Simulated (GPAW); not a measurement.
Consider ZnNi (C2/m).

```xyz
2
Lattice="2.1414 -1.4538 0.0000 2.1414 1.4538 0.0000 -0.8433 0.0000 3.9453" Properties=species:S:1:pos:R:3 pbc="T T T"
Zn    1.7198    0.0000    1.9726
Ni    0.0000    0.0000    0.0000
```

Absorber: atom 2, with 4 Zn at 2.49 Å, 4 Ni at 2.59 Å, 2 Zn at 2.62 Å and 2 Ni at 2.91 Å (distorted cuboctahedral, site symmetry 2/m). Method: GPAW, LDA, excited-electron core hole (neutral cell), 16-atom cell with 5.8 Å between holes, 4×4×3 k points, dipole transitions, Gaussian full width 1.44 eV up to 4 eV, rising linearly to 3.5 eV at 25 eV.

Question: Predict the near-edge structure at the Ni K edge.

Main maxima up to 30 eV above the zero (height): 6.8 eV (0.91), 10.1 eV (1.19), 13.7 eV (1.44) and 25.0 eV (1.02). A K edge sees empty p states, which here mix into the lowest empty bands, so that weight starts at the zero. The total-energy difference is 8311.39 eV. The tabulated edge of the element is 8333 eV. The functional leaves an error in such absolute values: in the free atom LDA prices this hole 17.6 eV below PBE (computed apart), and PBE is itself good to a few eV.

The Ni K spectrum (energy from the lowest empty level; intensity scaled to a mean of 1 over the first 20 eV; polarised curves are means over the symmetry-equivalent atoms):

| E (eV) | isotropic | ε ∥ x | ε ∥ y | ε ∥ z |
| --- | --- | --- | --- | --- |
| -2.0 | 0.00 | 0.00 | 0.00 | 0.00 |
| -1.5 | 0.00 | 0.00 | 0.00 | 0.01 |
| -1.0 | 0.03 | 0.02 | 0.03 | 0.04 |
| -0.5 | 0.12 | 0.09 | 0.10 | 0.16 |
| 0.0 | 0.28 | 0.23 | 0.23 | 0.39 |
| 0.5 | 0.43 | 0.34 | 0.33 | 0.62 |
| 1.0 | 0.49 | 0.38 | 0.36 | 0.73 |
| 1.5 | 0.51 | 0.42 | 0.39 | 0.71 |
| 2.0 | 0.52 | 0.45 | 0.42 | 0.68 |
| 2.5 | 0.53 | 0.45 | 0.44 | 0.71 |
| 3.0 | 0.53 | 0.44 | 0.43 | 0.73 |
| 3.5 | 0.52 | 0.47 | 0.43 | 0.66 |
| 4.0 | 0.53 | 0.55 | 0.47 | 0.58 |
| 4.5 | 0.58 | 0.63 | 0.56 | 0.56 |
| 5.0 | 0.65 | 0.66 | 0.69 | 0.60 |
| 5.5 | 0.73 | 0.73 | 0.80 | 0.68 |
| 6.0 | 0.83 | 0.84 | 0.87 | 0.78 |
| 6.5 | 0.90 | 0.93 | 0.93 | 0.83 |
| 7.0 | 0.90 | 0.94 | 0.97 | 0.80 |
| 7.5 | 0.86 | 0.90 | 0.96 | 0.73 |
| 8.0 | 0.84 | 0.85 | 0.93 | 0.72 |
| 8.5 | 0.88 | 0.87 | 0.98 | 0.80 |
| 9.0 | 1.01 | 0.97 | 1.10 | 0.96 |
| 9.5 | 1.14 | 1.09 | 1.20 | 1.11 |
| 10.0 | 1.19 | 1.18 | 1.24 | 1.16 |
| 10.5 | 1.17 | 1.19 | 1.21 | 1.12 |
| 11.0 | 1.12 | 1.15 | 1.17 | 1.05 |
| 11.5 | 1.12 | 1.14 | 1.18 | 1.04 |
| 12.0 | 1.19 | 1.19 | 1.25 | 1.12 |
| 12.5 | 1.30 | 1.32 | 1.33 | 1.24 |
| 13.0 | 1.39 | 1.45 | 1.38 | 1.35 |
| 13.5 | 1.44 | 1.52 | 1.38 | 1.41 |
| 14.0 | 1.43 | 1.51 | 1.36 | 1.41 |
| 14.5 | 1.40 | 1.45 | 1.37 | 1.39 |
| 15.0 | 1.38 | 1.38 | 1.39 | 1.38 |
| 15.5 | 1.38 | 1.32 | 1.41 | 1.41 |
| 16.0 | 1.37 | 1.28 | 1.40 | 1.43 |
| 16.5 | 1.35 | 1.25 | 1.37 | 1.44 |
| 17.0 | 1.32 | 1.23 | 1.33 | 1.40 |
| 17.5 | 1.29 | 1.24 | 1.29 | 1.35 |
| 18.0 | 1.28 | 1.26 | 1.28 | 1.30 |
| 18.5 | 1.26 | 1.27 | 1.26 | 1.25 |
| 19.0 | 1.24 | 1.25 | 1.25 | 1.21 |
| 19.5 | 1.20 | 1.20 | 1.22 | 1.18 |
| 20.0 | 1.15 | 1.12 | 1.19 | 1.14 |
| 20.5 | 1.09 | 1.03 | 1.14 | 1.10 |
| 21.0 | 1.03 | 0.96 | 1.09 | 1.05 |
| 21.5 | 0.99 | 0.92 | 1.03 | 1.01 |
| 22.0 | 0.96 | 0.91 | 0.98 | 0.99 |
| 22.5 | 0.95 | 0.94 | 0.94 | 0.99 |
| 23.0 | 0.96 | 0.97 | 0.91 | 1.00 |
| 23.5 | 0.98 | 1.02 | 0.90 | 1.02 |
| 24.0 | 1.00 | 1.06 | 0.90 | 1.03 |
| 24.5 | 1.01 | 1.09 | 0.90 | 1.03 |
| 25.0 | 1.02 | 1.11 | 0.90 | 1.03 |
| 25.5 | 1.01 | 1.12 | 0.89 | 1.02 |
| 26.0 | 1.00 | 1.11 | 0.88 | 1.01 |
| 26.5 | 0.98 | 1.08 | 0.85 | 1.00 |
| 27.0 | 0.96 | 1.05 | 0.84 | 1.00 |
| 27.5 | 0.95 | 1.01 | 0.83 | 1.00 |
| 28.0 | 0.95 | 0.99 | 0.85 | 1.01 |
| 28.5 | 0.95 | 0.97 | 0.87 | 1.02 |
| 29.0 | 0.96 | 0.96 | 0.91 | 1.02 |
| 29.5 | 0.97 | 0.95 | 0.93 | 1.02 |
| 30.0 | 0.97 | 0.95 | 0.95 | 1.01 |
| 30.5 | 0.96 | 0.94 | 0.96 | 0.99 |
| 31.0 | 0.95 | 0.92 | 0.97 | 0.97 |
| 31.5 | 0.94 | 0.90 | 0.97 | 0.95 |
| 32.0 | 0.93 | 0.88 | 0.98 | 0.93 |

The hole lies in one spin channel, while the script sums the empty states of both and takes the lower zero; where the two channels are split, this blurs and shifts the curve. Quadrupole 1s→3d transitions, which feed the pre-edge, are not in the dipole spectrum. The starting moments shrank to 0.00 μB or less, so this is hardly a magnetic state. The holes are only 5.8 Å apart, so the shape is probably not converged with cell size; no larger cell was run here. The mesh is coarse (0.32 Å⁻¹ between points), so small maxima may be mesh ripples. Lifetime broadening is put in by hand, and intensities beyond about 20 eV depend on it and on the partial waves. The structure is a computed Materials Project entry and may be a hypothetical form.

[Banner, clock and machine lines of the logs are left out without a mark of their own.]

[Logs are printed without paths, hosts, clocks, repeated set-up lines and the standing remarks that a program may print on its own settings, such as how far it seeks lower states.]

[Hosts, paths, dates, database ids (printed as entryN), source tags and the programs' standing remarks are cut or masked in the printed files.]

[Lists of maxima count a maximum above −3 eV only where it reaches 4 % of the highest in the window and stands out from its surroundings by 2 % of it (1.5 % where it reaches 55 %); shoulders and weaker maxima are passed over, and of the rest the first, up to two pre-edge ones and the few strongest are named.]
